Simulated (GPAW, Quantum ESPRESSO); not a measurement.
The O K edge of atom 3 in LaGaO3 (Pm-3m), with 2 Ga at 1.96 Å (linear, site symmetry 4/mmm), was computed in 2 ways: full core hole (charged cell) and no core hole. Program and functional: Quantum ESPRESSO XSpectra, LDA, without spin-orbit coupling, Lorentzian half width 0.3 eV up to 4 eV, rising linearly to 2.5 eV at 25 eV; cells of 5 and 20 atoms (the run without a hole in the smaller).

Each run is counted from its own lowest empty level or Fermi level and scaled to a mean of 1 over its first 20 eV. (XSpectra's own axis starts at xe0, in the gap; it has been shifted.)

```csv
E (eV),run 1,run 2
-2.00,0.04,0.04
-1.25,0.06,0.05
-0.50,0.09,0.08
0.25,0.21,0.21
1.00,0.85,0.68
1.75,0.82,0.57
2.50,1.80,1.19
3.25,2.24,1.69
4.00,1.90,2.08
4.75,1.24,1.49
5.50,0.80,0.91
6.25,0.77,0.77
7.00,1.06,0.86
7.75,1.52,1.05
8.50,1.56,1.25
9.25,1.34,1.45
10.00,1.16,1.46
10.75,1.09,1.40
11.50,1.05,1.36
12.25,0.96,1.26
13.00,0.83,1.09
13.75,0.70,0.90
14.50,0.60,0.74
15.25,0.56,0.65
16.00,0.56,0.61
16.75,0.59,0.62
17.50,0.63,0.64
18.25,0.64,0.65
19.00,0.63,0.64
19.75,0.61,0.62
20.50,0.58,0.58
21.25,0.55,0.55
22.00,0.54,0.53
22.75,0.54,0.51
23.50,0.56,0.51
24.25,0.57,0.52
25.00,0.59,0.52
25.75,0.62,0.53
26.50,0.64,0.54
27.25,0.67,0.56
28.00,0.71,0.60
28.75,0.75,0.64
29.50,0.78,0.67
30.25,0.80,0.71
31.00,0.81,0.73
31.75,0.79,0.74
```

Question: Which run is which?

Run 1: full core hole (charged cell) (area from −2 to 6 eV 7.7, main maxima 1.2 eV (0.92), 2.9 eV (2.42), 8.2 eV (1.60) and 18.4 eV (0.64)). Run 2: no core hole (area from −2 to 6 eV 6.8, main maxima 1.0 eV (0.69), 4.1 eV (2.10) and 9.6 eV (1.48)). With each curve scaled to its own mean, the area from −2 to 6 eV with the hole is 7.7 against 6.8, and the centre of weight from −1 to 20 eV moves by -0.6 eV (first and strongest maxima below 20 eV: 1.0 eV (0.69), 4.1 eV (2.10) and 9.6 eV (1.48) without the hole, 1.2 eV (0.92), 2.9 eV (2.42) and 8.2 eV (1.60) with it); the shape changes all the same, by 24 % r.m.s.

[Banner, clock and machine lines of the logs are left out without a mark of their own.]

[Logs are printed without paths, hosts, clocks, repeated set-up lines and the standing remarks that a program may print on its own settings, such as how far it seeks lower states.]

[Hosts, paths, dates, database ids (printed as entryN), source tags and the programs' standing remarks are cut or masked in the printed files.]

[Lists of maxima count a maximum above −3 eV only where it reaches 4 % of the highest in the window and stands out from its surroundings by 2 % of it (1.5 % where it reaches 55 %); shoulders and weaker maxima are passed over, and of the rest the first, up to two pre-edge ones and the few strongest are named.]
